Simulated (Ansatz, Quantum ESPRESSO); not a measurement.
# Band edges of 2H-CrSSe, 1 layer under strain, part 2 of 2

Aim: band edges, gap and stiffness of 2H-CrSSe, 1 layer under biaxial strain.

Quantum ESPRESSO 7.5; plane-wave DFT, PBE, GBRV ultrasoft pseudopotentials; geometry by Ansatz 0.2.0 with PAW datasets.

So far: The starting structure; Relaxation with Ansatz.

### Step 3. The script

Under ESM bc1 levels count from the vacuum, or from the mean of the two vacuum levels where the sheet has a dipole, so band edges at unlike strains can be compared.

Level of this step: plane-wave DFT, PBE, GBRV ultrasoft pseudopotentials (Quantum ESPRESSO 7.5).

The input, run.py:

```python
import json
import numpy as np
from ase import Atoms
from ase.calculators.espresso import Espresso, EspressoProfile

profile = EspressoProfile(command='mpirun -n 2 pw.x -nk 2', pseudo_dir='../pseudo')
pseudopotentials = {'Cr': 'cr_pbe_v1.5.uspp.F.UPF', 'S': 's_pbe_v1.4.uspp.F.UPF', 'Se': 'se_pbe_v1.uspp.F.UPF'}
system = {'ecutwfc': 40, 'ecutrho': 200, 'occupations': 'smearing', 'smearing': 'fd', 'degauss': 0.002}


def calculator(name, kpts, **extra):
    data = dict(control=dict(tprnfor=True, verbosity='high', disk_io='none'),
                system=system | extra,
                electrons=dict(conv_thr=1e-09, mixing_beta=0.4, mixing_mode='plain',
                               electron_maxstep=100))
    return Espresso(profile=profile, directory=name, pseudopotentials=pseudopotentials, kpts=kpts, input_data=data)


def centre(atoms):
    z = atoms.positions[:, 2]
    atoms.positions[:, 2] -= (z.max() + z.min()) / 2  # ESM wants the slab about z = 0
    return atoms

sheet = Atoms(
    ['Se', 'Cr', 'S'],
    scaled_positions=[
        [0.3333333333, 0.6666666667, 0.4166202753],
        [0.0000000000, 0.0000000000, 0.5055150841],
        [0.3333333333, 0.6666666667, 0.5841544849]],
    cell=[
        [3.126570256749, 0.000000000000, 0.000000000000],
        [-1.563285128374, 2.707689269061, 0.000000000000],
        [0.000000000000, 0.000000000000, 18.148461349100]],
    pbc=True)

rows = []
for strain in [-0.03, -0.015, 0.0, 0.015, 0.03]:
    atoms = sheet.copy()
    atoms.set_cell(sheet.cell.array * [[1 + strain], [1 + strain], [1]], scale_atoms=True)
    atoms = centre(atoms)
    atoms.calc = calculator(f's{strain:+.3f}', (12, 12, 1), assume_isolated='esm', esm_bc='bc1', nbnd=17)
    energy = atoms.get_potential_energy()
    levels = np.array([atoms.calc.get_eigenvalues(kpt=i) for i in range(len(atoms.calc.get_ibz_k_points()))])
    top, bottom = levels[:, 12].max(), levels[:, 13].min()
    direct = (levels[:, 13] - levels[:, 12]).min()
    rows.append([strain, energy, top, bottom, direct])
    print(f'strain {strain:+.3f}: E = {energy:.5f} eV, valence top {top:.3f}, conduction bottom {bottom:.3f}, '
          f'gap {bottom - top:.3f}, least direct gap {direct:.3f} eV')

x, energy, top, bottom, direct = np.array(rows).T
area = np.linalg.norm(np.cross(*sheet.cell[:2]))
stiffness = np.polyfit(x, energy, 2)[0] / area * 16.0218  # C11 + C12, heights clamped
print(f'valence and conduction edges move by {np.polyfit(x, top, 1)[0]:.2f} and {np.polyfit(x, bottom, 1)[0]:.2f} eV per unit biaxial strain')
print(f'C11 + C12 with clamped heights: {stiffness:.1f} N/m')
json.dump(dict(rows=rows, stiffness=stiffness), open('result.json', 'w'))
```

On the command line:

```
> OMP_NUM_THREADS=1 python run.py
```

The program printed:

```text
strain -0.030: E = -3310.45648 eV, valence top -5.461, conduction bottom -4.447, gap 1.014, least direct gap 1.014 eV
strain -0.015: E = -3310.51972 eV, valence top -5.519, conduction bottom -4.591, gap 0.928, least direct gap 0.928 eV
strain +0.000: E = -3310.53960 eV, valence top -5.557, conduction bottom -4.726, gap 0.831, least direct gap 0.853 eV
strain +0.015: E = -3310.52072 eV, valence top -5.532, conduction bottom -4.852, gap 0.680, least direct gap 0.788 eV
strain +0.030: E = -3310.46726 eV, valence top -5.515, conduction bottom -4.970, gap 0.545, least direct gap 0.730 eV
valence and conduction edges move by -0.80 and -8.71 eV per unit biaxial strain
C11 + C12 with clamped heights: 163.5 N/m
```

The job ended after 3.5 min (2 MPI ranks of Arm Neoverse V2, shared host; peak memory 0.34 GiB; 6.9 min of CPU time).

The input that ASE wrote for the first run, and its log:

```
&CONTROL
   verbosity        = 'high'
   tprnfor          = .true.
   disk_io          = 'none'
   pseudo_dir       = '../pseudo'
/
&SYSTEM
   nbnd             = 17
   ecutwfc          = 40
   ecutrho          = 200
   occupations      = 'smearing'
   degauss          = 0.002
   smearing         = 'fd'
   assume_isolated  = 'esm'
   esm_bc           = 'bc1'
   ntyp             = 3
   nat              = 3
   ibrav            = 0
/
&ELECTRONS
   electron_maxstep = 100
   conv_thr         = 1e-09
   mixing_mode      = 'plain'
   mixing_beta      = 0.4
/
&IONS
/
&CELL
/
&FCP
/
&RISM
/
ATOMIC_SPECIES
Se 78.971 se_pbe_v1.uspp.F.UPF
Cr 51.9961 cr_pbe_v1.5.uspp.F.UPF
S 32.06 s_pbe_v1.4.uspp.F.UPF

K_POINTS automatic
12 12 1  0 0 0

CELL_PARAMETERS angstrom
3.03277314904653 0.00000000000000 0.00000000000000
-1.51638657452278 2.62645859098917 0.00000000000000
0.00000000000000 0.00000000000000 18.14846134910000

ATOMIC_POSITIONS angstrom
Se -0.0000000002 1.7509723941 -1.5202440638  
Cr 0.0000000000 0.0000000000 0.0930599379  
S -0.0000000002 1.7509723941 1.5202440638
```

```text
Program PWSCF v.7.5 starts
[citation notice left out]

     Parallel version (MPI & OpenMP), running on       2 processor cores
     Number of MPI processes:                 2
     Threads/MPI process:                     1

     MPI processes distributed on     1 nodes
[... 1 line left out ...]

Warning: card &CELL ignored
Warning: card &FCP ignored
Warning: card &RISM ignored

     Current dimensions of program PWSCF are:
     Max number of different atomic species (ntypx) = 10
     Max number of k-points (npk) =  40000
     Max angular momentum in pseudopotentials (lmaxx) =  4
     Message from routine setup:
     using ibrav=0 with symmetry is DISCOURAGED, use correct ibrav instead

     K-points division:     npool     =       2
     Subspace diagonalization in iterative solution of the eigenvalue problem:
     a serial algorithm will be used

     G-vector sticks info
     --------------------
     sticks:   dense  smooth     PW     G-vecs:    dense   smooth      PW
     Sum         451     361    121                46553    33379    5765

     Using Slab Decomposition

     bravais-lattice index     =            0
     lattice parameter (alat)  =       5.7311  a.u.
     unit-cell volume          =     975.5441 (a.u.)^3
     number of atoms/cell      =            3
     number of atomic types    =            3
     number of electrons       =        26.00
     number of Kohn-Sham states=           17
     kinetic-energy cutoff     =      40.0000  Ry
     charge density cutoff     =     200.0000  Ry
     scf convergence threshold =      1.0E-09
     mixing beta               =       0.4000
     number of iterations used =            8  plain     mixing
     Exchange-correlation=  SLA  PW   PBX  PBC
                           (   1   4   3   4   0   0   0)

     Effective Screening Medium Method
     =================================
     Boundary Conditions: Vacuum-Slab-Vacuum
     total charge in unit cell        =   0.0000
     grid points for fit at edges     =        4

[... 10 lines left out ...]
     PseudoPot. # 1 for Se read from file:
     ../pseudo/se_pbe_v1.uspp.F.UPF
     Pseudo is Ultrasoft + core correction, Zval =  6.0
     Generated by new atomic code, or converted to UPF format
     Using radial grid of  877 points,  6 beta functions with:
                l(1) =   0
                l(2) =   0
                l(3) =   1
                l(4) =   1
                l(5) =   2
                l(6) =   2
     Q(r) pseudized with  8 coefficients,  rinner =    1.300   1.300   1.300
                                                       1.300   1.300

     PseudoPot. # 2 for Cr read from file:
     ../pseudo/cr_pbe_v1.5.uspp.F.UPF
     Pseudo is Ultrasoft + core correction, Zval = 14.0
     Generated by new atomic code, or converted to UPF format
     Using radial grid of  857 points,  6 beta functions with:
                l(1) =   0
[... 503 lines left out ...]

          k = 0.0000 0.0000 0.0000 (  4101 PWs)   bands (ev):

   -76.9485 -48.3768 -48.2340 -48.2340 -20.7674 -19.2676 -11.4026  -7.7812
    -7.3726  -7.3726  -6.3134  -6.3134  -5.6331  -2.4436  -2.4436  -1.9446
    -1.9446

     occupation numbers
     1.0000   1.0000   1.0000   1.0000   1.0000   1.0000   1.0000   1.0000
     1.0000   1.0000   1.0000   1.0000   1.0000   0.0000   0.0000   0.0000
     0.0000

[... 144 lines left out ...]

     the Fermi energy is    -4.9534 ev

!    total energy              =    -243.31408464 Ry
     estimated scf accuracy    <          6.2E-10 Ry
     smearing contrib. (-TS)   =      -0.00000000 Ry
     internal energy E=F+TS    =    -243.31408464 Ry

     The total energy is F=E-TS. E is the sum of the following terms:
     one-electron contribution =     654.17553889 Ry
     hartree contribution      =    -330.74175704 Ry
     xc contribution           =     -60.75366273 Ry
     ewald contribution        =    -505.99420376 Ry

     convergence has been achieved in  23 iterations

     negative rho (up, down):  3.216E-03 0.000E+00

     Forces acting on atoms (cartesian axes, Ry/au):

     atom    1 type  1   force =     0.00000000   -0.00000000   -0.01922640
     atom    2 type  2   force =     0.00000000    0.00000000    0.00039246
     atom    3 type  3   force =     0.00000000    0.00000000    0.01898628
     The non-local contrib.  to forces
     atom    1 type  1   force =     0.00000000    0.00000000    0.25791474
     atom    2 type  2   force =     0.00000000    0.00000000   -0.06046127
     atom    3 type  3   force =     0.00000000    0.00000000   -0.25136887
     The ionic contribution  to forces
     atom    1 type  1   force =     0.00000000   -0.00000000  -50.95571112
     atom    2 type  2   force =    -0.00000000    0.00000000    1.07602285
     atom    3 type  3   force =     0.00000000   -0.00000000   49.87968827
     The local contribution  to forces
     atom    1 type  1   force =     0.00000000   -0.00000000   50.70499829
     atom    2 type  2   force =     0.00000000    0.00000000   -1.01325331
     atom    3 type  3   force =     0.00000000   -0.00000000  -49.62195428
     The core correction contribution to forces
     atom    1 type  1   force =    -0.00000000    0.00000000   -0.02647691
     atom    2 type  2   force =    -0.00000000    0.00000000   -0.00189868
     atom    3 type  3   force =    -0.00000000    0.00000000    0.01267766
     The Hubbard contrib.    to forces
     atom    1 type  1   force =     0.00000000    0.00000000    0.00000000
     atom    2 type  2   force =     0.00000000    0.00000000    0.00000000
     atom    3 type  3   force =     0.00000000    0.00000000    0.00000000
     The SCF correction term to forces
     atom    1 type  1   force =     0.00000000   -0.00000000    0.00004860
     atom    2 type  2   force =    -0.00000000   -0.00000000   -0.00001713
     atom    3 type  3   force =     0.00000000   -0.00000000   -0.00005651

     Total force =     0.027024     Total SCF correction =     0.000076
     Message from routine punch:
     Nothing written, as per user request (disk_io='none')

[... 1 line left out ...]

[... 1 line left out ...]

[... 1 line left out ...]

[... 3 lines left out ...]

[... 1 line left out ...]

[... 2 lines left out ...]

[... 1 line left out ...]

[... 1 line left out ...]

=------------------------------------------------------------------------------=
   JOB DONE.
=------------------------------------------------------------------------------=
```

Numbers from this step:

* biaxial stiffness: 163.5 N/m

Table of band edge from the vacuum level by biaxial strain:

```csv
biaxial strain (%),valence top (eV),conduction bottom (eV)
-3.00,-5.46,-4.45
-1.50,-5.52,-4.59
0.00,-5.56,-4.73
1.50,-5.53,-4.85
3.00,-5.51,-4.97
```

Table of gap by biaxial strain:

```csv
biaxial strain (%),on the mesh (eV),least direct (eV)
-3.00,1.01,1.01
-1.50,0.928,0.928
0.00,0.831,0.853
1.50,0.680,0.788
3.00,0.545,0.730
```

Table of energy over the lowest by biaxial strain:

```csv
biaxial strain (%),energy over the lowest (meV)
-3.00,83.1
-1.50,19.9
0.00,0
1.50,18.9
3.00,72.3
```

### Step 4. The script: vdW-DF-cx, GBRV ultrasoft

Level of this step: plane-wave DFT, vdW-DF-cx, GBRV ultrasoft pseudopotentials made under PBE (Quantum ESPRESSO 7.5). input_dft overrides the functional of the files.

run.py is the input of step 3 with these lines changed:

```diff
@@ -7,3 +7,3 @@
 pseudopotentials = {'Cr': 'cr_pbe_v1.5.uspp.F.UPF', 'S': 's_pbe_v1.4.uspp.F.UPF', 'Se': 'se_pbe_v1.uspp.F.UPF'}
-system = {'ecutwfc': 40, 'ecutrho': 200, 'occupations': 'smearing', 'smearing': 'fd', 'degauss': 0.002}
+system = {'ecutwfc': 40, 'ecutrho': 200, 'input_dft': 'vdw-df-cx', 'occupations': 'smearing', 'smearing': 'fd', 'degauss': 0.002}
```

On the command line:

```
> OMP_NUM_THREADS=1 python run.py
```

The program printed:

```text
strain -0.030: E = -3305.97017 eV, valence top -5.604, conduction bottom -4.588, gap 1.016, least direct gap 1.016 eV
strain -0.015: E = -3305.99607 eV, valence top -5.660, conduction bottom -4.730, gap 0.930, least direct gap 0.930 eV
strain +0.000: E = -3305.97994 eV, valence top -5.693, conduction bottom -4.863, gap 0.831, least direct gap 0.855 eV
strain +0.015: E = -3305.92602 eV, valence top -5.666, conduction bottom -4.987, gap 0.679, least direct gap 0.788 eV
strain +0.030: E = -3305.83849 eV, valence top -5.647, conduction bottom -5.102, gap 0.544, least direct gap 0.730 eV
valence and conduction edges move by -0.61 and -8.56 eV per unit biaxial strain
C11 + C12 with clamped heights: 159.0 N/m
```

The job ended after 5.7 min (2 MPI ranks; peak memory 0.36 GiB; 11 min of CPU time).

This step gave:

```
biaxial stiffness : 159.0 N/m
```

Table of band edge from the vacuum level by biaxial strain:

```csv
biaxial strain (%),valence top (eV),conduction bottom (eV)
-3.00,-5.60,-4.59
-1.50,-5.66,-4.73
0.00,-5.69,-4.86
1.50,-5.67,-4.99
3.00,-5.65,-5.10
```

Gap against biaxial strain:

```csv
biaxial strain (%),on the mesh (eV),least direct (eV)
-3.00,1.02,1.02
-1.50,0.930,0.930
0.00,0.831,0.855
1.50,0.679,0.788
3.00,0.544,0.730
```

Table of energy over the lowest by biaxial strain:

```csv
biaxial strain (%),energy over the lowest (meV)
-3.00,25.9
-1.50,0
0.00,16.1
1.50,70.0
3.00,158
```

### Step 5. Running the series, with pools = 64

Another try, with an input changed as a hurried user might.

Level of this step: plane-wave DFT, PBE, GBRV ultrasoft pseudopotentials (Quantum ESPRESSO 7.5).

run.py is the input of step 3 with these lines changed:

```diff
@@ -5,3 +5,3 @@
 
-profile = EspressoProfile(command='mpirun -n 2 pw.x -nk 2', pseudo_dir='../pseudo')
+profile = EspressoProfile(command='mpirun -n 2 pw.x -nk 64', pseudo_dir='../pseudo')
 pseudopotentials = {'Cr': 'cr_pbe_v1.5.uspp.F.UPF', 'S': 's_pbe_v1.4.uspp.F.UPF', 'Se': 'se_pbe_v1.uspp.F.UPF'}
@@ -14,3 +14,3 @@
                 electrons=dict(conv_thr=1e-09, mixing_beta=0.4, mixing_mode='plain',
-                               electron_maxstep=100))
+                               electron_maxstep=60))
     return Espresso(profile=profile, directory=name, pseudopotentials=pseudopotentials, kpts=kpts, input_data=data)
@@ -36,3 +36,3 @@
 rows = []
-for strain in [-0.03, -0.015, 0.0, 0.015, 0.03]:
+for strain in [-0.03, -0.015, 0.0]:
     atoms = sheet.copy()
```

On the command line:

```
> OMP_NUM_THREADS=1 python run.py
```

The program printed:

```text
subprocess.CalledProcessError: the calculator's command failed
```

The job ended after 2 s (2 MPI ranks; peak memory 0.16 GiB).

The input that ASE wrote for the run that failed, and its log:

```
&CONTROL
   verbosity        = 'high'
   tprnfor          = .true.
   disk_io          = 'none'
   pseudo_dir       = '../pseudo'
/
&SYSTEM
   nbnd             = 17
   ecutwfc          = 40
   ecutrho          = 200
   occupations      = 'smearing'
   degauss          = 0.002
   smearing         = 'fd'
   assume_isolated  = 'esm'
   esm_bc           = 'bc1'
   ntyp             = 3
   nat              = 3
   ibrav            = 0
/
&ELECTRONS
   electron_maxstep = 60
   conv_thr         = 1e-09
   mixing_mode      = 'plain'
   mixing_beta      = 0.4
/
&IONS
/
&CELL
/
&FCP
/
&RISM
/
ATOMIC_SPECIES
Se 78.971 se_pbe_v1.uspp.F.UPF
Cr 51.9961 cr_pbe_v1.5.uspp.F.UPF
S 32.06 s_pbe_v1.4.uspp.F.UPF

K_POINTS automatic
12 12 1  0 0 0

CELL_PARAMETERS angstrom
3.03277314904653 0.00000000000000 0.00000000000000
-1.51638657452278 2.62645859098917 0.00000000000000
0.00000000000000 0.00000000000000 18.14846134910000

ATOMIC_POSITIONS angstrom
Se -0.0000000002 1.7509723941 -1.5202440638  
Cr 0.0000000000 0.0000000000 0.0930599379  
S -0.0000000002 1.7509723941 1.5202440638
```

```text
Program PWSCF v.7.5 starts
[citation notice left out]

     Parallel version (MPI & OpenMP), running on       2 processor cores
     Number of MPI processes:                 2
     Threads/MPI process:                     1

     MPI processes distributed on     1 nodes
[... 1 line left out ...]

Warning: card &CELL ignored
Warning: card &FCP ignored
Warning: card &RISM ignored

     Current dimensions of program PWSCF are:
     Max number of different atomic species (ntypx) = 10
     Max number of k-points (npk) =  40000
     Max angular momentum in pseudopotentials (lmaxx) =  4
     Message from routine setup:
     using ibrav=0 with symmetry is DISCOURAGED, use correct ibrav instead

 %%%%%%%%%%%%%%%%%%%%%%%%%%%%%%%%%%%%%%%%%%%%%%%%%%%%%%%%%%%%%%%%%%%%%%%%%%%%%%
     Error in routine mp_start_pools (1):
     invalid number of pools, out of range
 %%%%%%%%%%%%%%%%%%%%%%%%%%%%%%%%%%%%%%%%%%%%%%%%%%%%%%%%%%%%%%%%%%%%%%%%%%%%%%

     stopping ...
```

The program refused the input before any cycle.

The fault put into the input: more pools than k-points or ranks (pools = 64).

The number of pools must divide the number of ranks; pools beyond the number of k-points stand idle.

### Step 6. By hand

Under equal strain ε in the plane, E = A (C11 + C12) ε². From the points at ±1.5 %: d²E/dε² = (19.88 + 18.87 − 2 × 0.00) meV / 0.015² = 172 eV, and 172/(2 × 8.466 Å²) × 16.02 = 163 N/m.

### Step 7. What came out

| Item | Value |
| --- | --- |
| C11 + C12, heights clamped, PBE, GBRV ultrasoft | 164 N/m |
| gap on the mesh at zero strain, PBE, GBRV ultrasoft | 0.83 eV |
| valence top below the mean of the two vacuum levels at zero strain, PBE, GBRV ultrasoft | 5.56 eV |
| shift of the conduction bottom per unit biaxial strain, PBE, GBRV ultrasoft | -8.7 eV |
| C11 + C12, heights clamped, vdW-DF-cx, GBRV ultrasoft (made under PBE) | 159 N/m |
| gap on the mesh at zero strain, vdW-DF-cx, GBRV ultrasoft (made under PBE) | 0.83 eV |
| valence top below the mean of the two vacuum levels at zero strain, vdW-DF-cx, GBRV ultrasoft (made under PBE) | 5.69 eV |
| shift of the conduction bottom per unit biaxial strain, vdW-DF-cx, GBRV ultrasoft (made under PBE) | -8.6 eV |

In words: The sheet's biaxial stiffness comes to 164 N/m and its gap at zero strain to 0.83 eV (PBE, GBRV ultrasoft). From −3 % to +3 % the gap on the mesh goes from 1.01 to 0.55 eV; it is direct at some strains and indirect at others. The valence top bends along the series, so the script's straight-line slope describes it poorly. Heights are clamped under strain, which makes a sheet with several atomic planes too stiff. Zero strain is the PBE cell; under vdW-DF-cx the energy is lowest near -1.3 %, so its stiffness is taken away from its own minimum. Semilocal gaps are too small. The sheet carries a dipole, so the two faces have unlike vacuum levels and the zero lies between them. Spin-orbit coupling is left out; depending on the atoms that carry the levels of interest, it can split and shift them by tens to hundreds of meV.

[Logs are printed without paths, hosts, clocks, repeated set-up lines and the standing remarks that a program may print on its own settings, such as how far it seeks lower states.]

[Hosts, paths, dates, database ids (printed as entryN), source tags and the programs' standing remarks are cut or masked in the printed files.]

[Maps of the electrostatic potential energy from Ansatz leave out the sawtooth potential of an applied field or a dipole correction, so their vacuum need not be flat; planar profiles and work functions include it.]
